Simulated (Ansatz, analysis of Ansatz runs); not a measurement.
# How often does C try the jump in MgAl2C2 (P-3m1)?

Aim: the prefactor of a hop in MgAl2C2 (P-3m1) (V_C hop (3.3 Å), charge 0) from the modes of the moving atom at the start and at the top of a path found beforehand. Model: a cell of 90 host atoms with 1 C taken out.

Main program and level: Ansatz 0.2.0; plane-wave PAW DFT, PBEsol; finite-difference force constants of the moving atom alone.

### 1. Starting point

The cell holds 89 atoms: 18 Mg, 36 Al and 35 C. Cell: a = 10.127 Å, b = 10.127 Å, c = 11.549 Å, α = 90.0°, β = 90.0°, γ = 120.0°. It derives from MgAl2C2 (space group P-3m1). Nearest the centre at fractional (0.500, 0.333, 0.250): Al33 at 1.28 Å, Al42 at 1.46 Å, C34 at 1.57 Å, Al43 at 2.53 Å, Al32 at 2.66 Å, Al72 at 2.68 Å, Al2 at 2.71 Å, C35 at 2.85 Å.

The cell's shortest repeat is 10.1 Å.

### 2. Vibrations of the moving atom at the start point

Harmonic transition-state theory takes the prefactor from the modes at the minimum and at the top. Only the moving atom is displaced, by 0.02 Å, which takes six displaced runs and a reference; the host's atoms are held.

File q0.start.modes/input.yaml:

```yaml
crystal:
  lattice:
    - [10.12681007, 0.0, 0.0]
    - [-5.06340503, 8.77007478, 0.0]
    - [0.0, 0.0, 11.54914866]
  atoms:
    - { symbol: Mg, position: [0.00282727, 0.00421273, -0.00022175] }
    - { symbol: Al, position: [0.2218219, 0.11176119, 0.17820579] }
    - { symbol: Al, position: [0.10726632, 0.22000911, 0.32551237] }
    - { symbol: C, position: [0.10981017, 0.22141059, 0.1350598] }
    - { symbol: C, position: [0.21409858, 0.10493096, 0.36601325] }
    - { symbol: Mg, position: [0.0012945, -0.00206183, 0.49827186] }
    - { symbol: Al, position: [0.22204914, 0.10886297, 0.67646339] }
    - { symbol: Al, position: [0.11257606, 0.22294909, 0.82535187] }
    - { symbol: C, position: [0.11272027, 0.22198468, 0.6350622] }
    - { symbol: C, position: [0.22185458, 0.11084347, 0.86713778] }
    - { symbol: Mg, position: [0.00275972, 0.33375528, 0.00087636] }
    - { symbol: Al, position: [0.22344221, 0.4441491, 0.17841718] }
    - { symbol: Al, position: [0.10913196, 0.55553397, 0.32499453] }
    - { symbol: C, position: [0.11338041, 0.55511448, 0.13516623] }
    - { symbol: C, position: [0.22020528, 0.44374164, 0.36618418] }
    - { symbol: Mg, position: [0.00012044, 0.33323043, 0.50015325] }
    - { symbol: Al, position: [0.22235515, 0.44563329, 0.67586262] }
    - { symbol: Al, position: [0.1109132, 0.55540523, 0.82441104] }
    - { symbol: C, position: [0.11064381, 0.55413942, 0.63358531] }
    - { symbol: C, position: [0.22221149, 0.44513965, 0.86598298] }
    - { symbol: Mg, position: [0.00199244, 0.66719625, -0.00171625] }
    - { symbol: Al, position: [0.22284991, 0.77758092, 0.17579245] }
    - { symbol: Al, position: [0.10931877, 0.88609146, 0.32469063] }
    - { symbol: C, position: [0.11433678, 0.89046027, 0.13345172] }
    - { symbol: C, position: [0.22159834, 0.77725372, 0.36610033] }
    - { symbol: Mg, position: [-0.00509503, 0.6642614, 0.49783332] }
    - { symbol: Al, position: [0.22240732, 0.77681796, 0.67222886] }
    - { symbol: Al, position: [0.11141173, 0.88812087, 0.8249444] }
    - { symbol: C, position: [0.11127404, 0.88776534, 0.63427422] }
    - { symbol: C, position: [0.22137155, 0.7771757, 0.86675635] }
    - { symbol: Mg, position: [0.3305878, -0.00226283, 0.00068744] }
    - { symbol: Al, position: [0.55279594, 0.11452807, 0.17895075] }
    - { symbol: Al, position: [0.43966082, 0.23595788, 0.33140591] }
    - { symbol: C, position: [0.44609755, 0.22884854, 0.13911929] }
    - { symbol: C, position: [0.55343245, 0.1165622, 0.36658069] }
    - { symbol: Mg, position: [0.33244441, 0.00154989, 0.49806954] }
    - { symbol: Al, position: [0.5537364, 0.10845123, 0.67656391] }
    - { symbol: Al, position: [0.44474404, 0.22229671, 0.82582101] }
    - { symbol: C, position: [0.44377001, 0.21923785, 0.63660659] }
    - { symbol: C, position: [0.55541359, 0.11079456, 0.86764309] }
    - { symbol: Mg, position: [0.33364141, 0.33369803, 0.00269621] }
    - { symbol: Al, position: [0.57026515, 0.45459089, 0.16358712] }
    - { symbol: Al, position: [0.4513108, 0.53862866, 0.32708441] }
    - { symbol: C, position: [0.44437327, 0.5517426, 0.13414089] }
    - { symbol: Mg, position: [0.32026518, 0.32522326, 0.50494233] }
    - { symbol: Al, position: [0.55423139, 0.44324909, 0.67185672] }
    - { symbol: Al, position: [0.44484936, 0.55467343, 0.82574413] }
    - { symbol: C, position: [0.4443951, 0.55553565, 0.63445461] }
    - { symbol: C, position: [0.55512061, 0.44425333, 0.86551391] }
    - { symbol: Mg, position: [0.33118392, 0.66448125, 0.00058146] }
    - { symbol: Al, position: [0.55362817, 0.7725008, 0.17793759] }
    - { symbol: Al, position: [0.44424741, 0.88821983, 0.32624016] }
    - { symbol: C, position: [0.44641081, 0.8895746, 0.1376811] }
    - { symbol: C, position: [0.55429208, 0.77041182, 0.36630296] }
    - { symbol: Mg, position: [0.33491772, 0.66126211, 0.49599946] }
    - { symbol: Al, position: [0.55389083, 0.7773721, 0.67616999] }
    - { symbol: Al, position: [0.44341274, 0.8877797, 0.82625628] }
    - { symbol: C, position: [0.44486266, 0.88792163, 0.63505699] }
    - { symbol: C, position: [0.55538499, 0.77777177, 0.86685011] }
    - { symbol: Mg, position: [0.66317476, -0.0010221, 0.00356709] }
    - { symbol: Al, position: [0.88677343, 0.11127064, 0.17476421] }
    - { symbol: Al, position: [0.77635979, 0.22411938, 0.32395508] }
    - { symbol: C, position: [0.77627589, 0.22282246, 0.13452413] }
    - { symbol: C, position: [0.88453846, 0.11088261, 0.36575662] }
    - { symbol: Mg, position: [0.6689764, 0.00138249, 0.50137514] }
    - { symbol: Al, position: [0.89034952, 0.11131971, 0.67480218] }
    - { symbol: Al, position: [0.77821804, 0.22077808, 0.82498137] }
    - { symbol: C, position: [0.77731944, 0.22063923, 0.63423702] }
    - { symbol: C, position: [0.89007392, 0.11203979, 0.86539091] }
    - { symbol: Mg, position: [0.67181116, 0.33239853, -0.00267428] }
    - { symbol: Al, position: [0.88999663, 0.44709147, 0.17263071] }
    - { symbol: Al, position: [0.77213221, 0.56005336, 0.31814995] }
    - { symbol: C, position: [0.78937331, 0.56172293, 0.11784873] }
    - { symbol: C, position: [0.8828189, 0.44607341, 0.36416297] }
    - { symbol: Mg, position: [0.6694831, 0.32514571, 0.50443589] }
    - { symbol: Al, position: [0.88891079, 0.44414911, 0.67545646] }
    - { symbol: Al, position: [0.77633996, 0.55459037, 0.82577569] }
    - { symbol: C, position: [0.77697704, 0.55471851, 0.6309516] }
    - { symbol: C, position: [0.88821752, 0.44380151, 0.86306132] }
    - { symbol: Mg, position: [0.67165427, 0.67330041, -0.00399928] }
    - { symbol: Al, position: [0.89162334, 0.78001853, 0.17094982] }
    - { symbol: Al, position: [0.77764647, 0.88783149, 0.32340766] }
    - { symbol: C, position: [0.77711991, 0.88831252, 0.13384506] }
    - { symbol: C, position: [0.88887312, 0.77963885, 0.36567993] }
    - { symbol: Mg, position: [0.67567345, 0.68250053, 0.50467771] }
    - { symbol: Al, position: [0.88985003, 0.77803564, 0.67638421] }
    - { symbol: Al, position: [0.77811537, 0.89057556, 0.82483097] }
    - { symbol: C, position: [0.77767918, 0.88841603, 0.63448883] }
    - { symbol: C, position: [0.88839637, 0.77853256, 0.86292899] }
  symmetry: { detect: false }
basis:
  ecutwfc: 420
  xc_grid: 2
hamiltonian:
  xc: pbesol
kpoints:
  mp_grid: { grid: [1, 1, 1], shift: [0.25, 0.25, 0.25] }
scf:
  occupations: { method: fixed }
  max_iter: 120
phonons:
  supercell: [1, 1, 1]
  displaced_sites: [33]
  amplitude: 0.02
```

Command:

```sh
$ ansatz run input.yaml --threads 32 --pin off --max-ram 84787MiB --backend cuda --events-out ev --progress --plain --runs-dir out --max-vram 78GiB
```

Numbers of over 12 decimals in the logs are rounded to 6 here.

The log of the run:

```text
[... repeated set-up lines and file paths are left out, and long positions are rounded to six places ...]
Engine: ansatz 0.2.0, aarch64-unknown-linux-gnu
Pseudopotentials: kind: paw
Pseudopotential: Mg, paw, valence charge 10, recommended cutoff 420 eV (normal), Mg.paw.azcp
Pseudopotential: Al, paw, valence charge 3, recommended cutoff 420 eV (normal), Al.paw.azcp
Pseudopotential: C, paw, valence charge 4, recommended cutoff 420 eV (normal), C.paw.azcp
Functional definition: PBEsol
  exchange = pbesol_x
  correlation = pbesol_c
[...]
Crystal: 89 atoms, lattice volume = 1025.713 Å³
Basis set: ecut = 420 eV, 20007 PW (Γ), exchange–correlation on 144×144×160 points (8 copies of the dense FFT grid, shifted against one another)
Bands: 303, of which v1, the nominal top of the filled ones, is band 214 counted from 1 (213 counted from 0)
Symmetry: 1 space group operations
k-points: 1
Non-local potential: Mg, projectors of the file, l = 0: 3, l = 1: 2, l = 2: 1
Non-local potential: Al, projectors of the file, l = 0: 2, l = 1: 2, l = 2: 1
Non-local potential: C, projectors of the file, l = 0: 2, l = 1: 2, l = 2: 1
PAW form: soft (Blöchl's): semilocal exchange-correlation on the pseudo side does not see the compensation charge
PAW frozen core: Mg, regenerated for the run's functional, and the local potential with it (the file was generated under x = pbe(κ = 0.804, μ = 0.219515), c = pbe(β = 0.066725))
PAW frozen core: Al, regenerated for the run's functional, and the local potential with it (the file was generated under x = pbe(κ = 0.804, μ = 0.219515), c = pbe(β = 0.066725))
PAW frozen core: C, regenerated for the run's functional, and the local potential with it (the file was generated under x = pbe(κ = 0.804, μ = 0.219515), c = pbe(β = 0.066725))
PAW one-centre angular grid: Mg, 110 points (default); XC on 64 Gauss nodes
PAW one-centre angular grid: Al, 110 points (default); XC on 64 Gauss nodes
PAW one-centre angular grid: C, 110 points (default); XC on 64 Gauss nodes
Initial density: superposition of atomic densities (neutral atoms: chi_scale 0, normalization atom), corrected by the library's trained network
Initial wavefunctions: pseudopotential atomic-orbital guess
[...]
Functional: x = pbesol(κ = 0.804, μ = 0.123457), c = pbesol(β = 0.046)
SCF iter   1: F=—  HF=-61941.124453 eV  |F-HF|=—  |Δ(HF+E_count)|=         —  Δρ=1.07e-2  dr2=2.66e0  ethr=1.77e-3  ⟨swp⟩=4.0  Hψ=1102  notcnv=0  defer=86
preconditioner: auto → Resta (q_TF=auto, 2.358 Å⁻¹)  ε∞=4.7  [insulator: Δε(μ)=0.700 eV  Ē_g=10.123 eV  n_scr=224 (ndim 8)  ℏωp=19.5 eV  f_vac=0.000  ε∞_Penn≈4.7]
SCF iter   2: F=—  HF=-61940.514622 eV  |F-HF|=—  |Δ(HF+E_count)|=   6.10e-1  Δρ=3.64e-3  dr2=2.45e-1  ethr=6.23e-4  ⟨swp⟩=2.0  Hψ=363  notcnv=0  defer=87
[...]
SCF iter  11: F=-61940.439081 eV  HF=-61940.439081 eV  |F-HF|=5.82e-11  |Δ(HF+E_count)|=  4.66e-10  Δρ=1.14e-7  dr2=1.46e-10  ethr=1.00e-12  ⟨swp⟩=14.0  Hψ=1929  notcnv=0
SCF 1 converged in 11 iterations: F = -61940.439081 eV  dr2 = 1.46e-10
  greatest PAW one-centre occupation: 1.000 electrons in one spin orbital (limit 2), on the Mg atom at site 44 (counted from 0), in its partial waves of l = 0
[...]
iter 1 solved again at ethr=5.69e-7 eV; its pass at ethr=3.10e-3 eV (dr2=2.43e-3 eV) is discarded
SCF iter   1: F=—  HF=-61940.436402 eV  |F-HF|=—  |Δ(HF+E_count)|=         —  Δρ=4.01e-4  dr2=2.74e-3  ethr=5.69e-7  ⟨swp⟩=2.0  Hψ=795  notcnv=0  defer=84
SCF iter   2: F=—  HF=-61940.435828 eV  |F-HF|=—  |Δ(HF+E_count)|=   5.74e-4  Δρ=1.93e-4  dr2=5.69e-4  ethr=5.69e-7  ⟨swp⟩=2.0  Hψ=341  notcnv=0  defer=82
[...]
SCF iter   8: F=-61940.435467 eV  HF=-61940.435467 eV  |F-HF|=3.64e-11  |Δ(HF+E_count)|=  5.09e-11  Δρ=7.39e-8  dr2=8.12e-11  ethr=1.00e-12  ⟨swp⟩=4.0  Hψ=819  notcnv=0
SCF 2 converged in 8 iterations: F = -61940.435467 eV  dr2 = 8.12e-11
[...]
iter 1 solved again at ethr=1.24e-9 eV; its pass at ethr=3.10e-3 eV (dr2=5.30e-6 eV) is discarded
[...]
SCF iter   6: F=-61940.435811 eV  HF=-61940.435811 eV  |F-HF|=6.55e-11  |Δ(HF+E_count)|=  1.09e-10  Δρ=6.61e-8  dr2=6.66e-11  ethr=1.00e-12  ⟨swp⟩=4.0  Hψ=768  notcnv=0
SCF 3 converged in 6 iterations: F = -61940.435811 eV  dr2 = 6.66e-11
[...]
SCF 4 converged in 8 iterations: F = -61940.435924 eV  dr2 = 8.30e-11
[...]
SCF 5 converged in 6 iterations: F = -61940.435342 eV  dr2 = 9.34e-11
[...]
SCF 6 converged in 9 iterations: F = -61940.437594 eV  dr2 = 1.44e-11
[...]
SCF 7 converged in 6 iterations: F = -61940.437632 eV  dr2 = 8.26e-11
SCF converged after 11 iterations
[...]
[... 15 atoms left out ...]
  max |Σ_I F_I| component: 1.48e-5 eV/Å
--- Band table (eV) ---
  k-point 0: bands = ["-66.3258", "-66.3164", "-66.2888", "-66.2850", [... 49 left out ...] "-33.1279", "-33.1263", "-33.1237", "-33.1"]
--- Phonons: 6 displaced members + reference (amplitude 0.02 Å, Σ member SCF iterations 43) ---
  symmetry images taken by strict's conditions (phonons.symmetry_images: auto; settled by no image being taken that strict refuses)
  force constants formed among 1 of 89 sites (C 33); the other 88 at rest. The modes move the named sites alone.
  the frequencies, the zero-point energy and the sums are of the block with the acoustic sum rule laid on its rows. Row sums over every site: 1.5e-4 eV/Å² at the most
  transpose residual: 1.3e-3 eV/Å²
  largest component of a force at the reference: 1.7e-2 eV/Å on a named site, 1.8e-2 eV/Å on a site at rest
  frequencies among the named sites at Γ of the cell (cm⁻¹): 402.51 612.71 639.64
  unstable modes among the named sites: 0
  frequencies as built, with no sum rule (cm⁻¹): 402.51 612.71 639.64
  zero-point energy: 0.102588 eV/cell   skipped modes (ω ≤ 0): 0
  not written: the harmonic force-constant file, the file of eigenvectors (these modes' are written with the force constants), the density of states and the dispersion, which are of every site
```

The job ended after 3.8 s (1 × NVIDIA GB200 with 32 threads of Arm Neoverse V2, shared host; peak memory 1.6 GiB).

Reading the cycles: dr2 is the Hartree energy of the density residual (eV), the measure of convergence; HF is the Harris–Foulkes estimate of the energy, which meets the free energy F at convergence.

This step gave:

| Item | Value |
| --- | --- |
| free energy | -61940.4391 eV |
| frequencies of moving atom | 402.5, 612.7, 639.6 cm⁻¹ (negative: imaginary) |

The three modes are 403, 613 and 640 cm⁻¹: all real, a minimum for this atom with the others held.

### 3. Vibrations of the moving atom at the top of the path

The same at the top, where the mode along the path should be imaginary.

File q0.top.modes/input.yaml:

```yaml
crystal:
  lattice:
    - [10.12681007, 0.0, 0.0]
    - [-5.06340503, 8.77007478, 0.0]
    - [0.0, 0.0, 11.54914866]
  atoms:
    - { symbol: Mg, position: [0.0125598, 0.00775408, 0.00649661] }
    - { symbol: Al, position: [0.2459281, 0.11929884, 0.18786084] }
[... 2 atom lines left out ...]
    - { symbol: C, position: [0.21107811, 0.09928411, 0.37569612] }
[... 26 atom lines left out ...]
    - { symbol: Al, position: [0.53885215, 0.12875102, 0.18873691] }
    - { symbol: Al, position: [0.43862293, 0.21714652, 0.36989114] }
    - { symbol: C, position: [0.50984245, 0.34147051, 0.23715347] }
    - { symbol: C, position: [0.55311972, 0.10214743, 0.37874471] }
[... 5 atom lines left out ...]
    - { symbol: Mg, position: [0.312379, 0.33194378, -0.00636222] }
    - { symbol: Al, position: [0.57433432, 0.47772114, 0.1168133] }
    - { symbol: Al, position: [0.46002287, 0.52670317, 0.31007572] }
    - { symbol: C, position: [0.4415441, 0.56598398, 0.11606037] }
[... 27 atom lines left out ...]
    - { symbol: Al, position: [0.74400574, 0.53343506, 0.30801984] }
    - { symbol: C, position: [0.79572449, 0.56707022, 0.11502098] }
[... 15 atom lines left out ...]
    - { symbol: C, position: [0.88849861, 0.78251594, 0.86299652] }
  symmetry: { detect: false }
basis:
  ecutwfc: 420
  xc_grid: 2
hamiltonian:
  xc: pbesol
kpoints:
  mp_grid: { grid: [1, 1, 1], shift: [0.25, 0.25, 0.25] }
scf:
  occupations: { method: fixed }
  max_iter: 120
phonons:
  supercell: [1, 1, 1]
  displaced_sites: [33]
  amplitude: 0.02
```

The log of the run:

```text
[...]
Crystal: 89 atoms, lattice volume = 1025.713 Å³
Basis set: ecut = 420 eV, 20007 PW (Γ), exchange–correlation on 144×144×160 points (8 copies of the dense FFT grid, shifted against one another)
Bands: 303, of which v1, the nominal top of the filled ones, is band 214 counted from 1 (213 counted from 0)
[... 1 set-up line as in the run before ...]
k-points: 1
[...]
SCF iter   1: F=—  HF=-61937.032707 eV  |F-HF|=—  |Δ(HF+E_count)|=         —  Δρ=1.01e-2  dr2=2.30e0  ethr=1.77e-3  ⟨swp⟩=4.0  Hψ=1029  notcnv=0  defer=83
[...]
SCF iter   2: F=—  HF=-61936.502463 eV  |F-HF|=—  |Δ(HF+E_count)|=   5.30e-1  Δρ=3.28e-3  dr2=1.94e-1  ethr=5.38e-4  ⟨swp⟩=3.0  Hψ=471  notcnv=0  defer=87
[...]
SCF iter  11: F=-61936.445227 eV  HF=-61936.445227 eV  |F-HF|=1.09e-10  |Δ(HF+E_count)|=  2.11e-10  Δρ=1.29e-7  dr2=2.56e-10  ethr=1.00e-12  ⟨swp⟩=15.0  Hψ=1864  notcnv=0
SCF 1 converged in 11 iterations: F = -61936.445227 eV  dr2 = 2.56e-10
[...]
SCF iter   2: F=—  HF=-61936.444256 eV  |F-HF|=—  |Δ(HF+E_count)|=   1.58e-4  Δρ=1.62e-4  dr2=2.97e-4  ethr=3.19e-7  ⟨swp⟩=2.0  Hψ=331  notcnv=0  defer=80
[...]
SCF iter   9: F=-61936.444371 eV  HF=-61936.444371 eV  |F-HF|=2.18e-11  |Δ(HF+E_count)|=  4.37e-11  Δρ=2.43e-8  dr2=7.68e-12  ethr=1.00e-12  ⟨swp⟩=3.0  Hψ=763  notcnv=0
SCF 2 converged in 9 iterations: F = -61936.444371 eV  dr2 = 7.68e-12
[...]
SCF iter   7: F=-61936.444261 eV  HF=-61936.444261 eV  |F-HF|=7.28e-12  |Δ(HF+E_count)|=  5.09e-11  Δρ=2.09e-8  dr2=8.85e-12  ethr=1.00e-12  ⟨swp⟩=3.0  Hψ=669  notcnv=0
SCF 3 converged in 7 iterations: F = -61936.444261 eV  dr2 = 8.85e-12
[...]
SCF 4 converged in 9 iterations: F = -61936.442665 eV  dr2 = 5.68e-11
[...]
SCF 5 converged in 7 iterations: F = -61936.443074 eV  dr2 = 6.84e-12
[...]
SCF 6 converged in 9 iterations: F = -61936.440873 eV  dr2 = 3.35e-11
[...]
SCF 7 converged in 7 iterations: F = -61936.440959 eV  dr2 = 1.50e-11
SCF converged after 11 iterations
[...]
[... 13 atoms left out ...]
  max |Σ_I F_I| component: 8.28e-6 eV/Å
--- Band table (eV) ---
[...]
transpose residual: 6.2e-3 eV/Å²
[...]
frequencies among the named sites at Γ of the cell (cm⁻¹): -378.71 320.99 947.79
  unstable modes among the named sites: 1
  frequencies as built, with no sum rule (cm⁻¹): -378.71 320.99 947.79
  zero-point energy: 0.078655 eV/cell   skipped modes (ω ≤ 0): 1, of them read as no rigid motion or as one in doubt: 1 (1.000e0 modes/cell left out, lowest -378.71 cm⁻¹)
[...]
```

It took 3.2 s on 1 × NVIDIA GB200 with 32 threads; peak memory 1.6 GiB.

Numbers from this step:

```yaml
free_energy: -61936.4452 eV
frequencies_of_moving_atom: -378.7, 321.0, 947.8 cm⁻¹ (negative: imaginary)
```

The three modes are 379i, 321 and 948 cm⁻¹: one imaginary, a saddle of first order for this atom with the others held.

### 4. Attempt frequency and hop rate

Analysis of the runs above: harmonic transition-state theory from the moving atom's modes alone (Vineyard), PBEsol.

It gives:

| Property | Result |
| --- | --- |
| attempt frequency | 15.54 THz |

Hop rate against temperature:

```tsv
temperature (K)	hop rate (1/s)
200	3.6e-88
300	1.3e-54
400	7.4e-38
600	4.4e-21
800	1.1e-12
1000	1.2e-7
```

### 5. Outcome

```
attempt frequency (attempt frequency and hop rate) : 15.5 THz
```

What this shows: The attempt frequency, the product of the three frequencies at the start over that of the two real ones at the top (Vineyard), is 15.5 THz. With the barrier of 3.99 eV it gives 4.4e-21 hops a second at 600 K along this one path; equivalent neighbouring sites multiply that. The host's atoms were held, though they move along the path too, so the prefactor is rough. Limits: one k-point off the zone centre stands for the whole zone.

[Logs are printed without paths, hosts, clocks, repeated set-up lines and the standing remarks that a program may print on its own settings, such as how far it seeks lower states.]

[Hosts, paths, dates, database ids (printed as entryN), source tags and the programs' standing remarks are cut or masked in the printed files.]
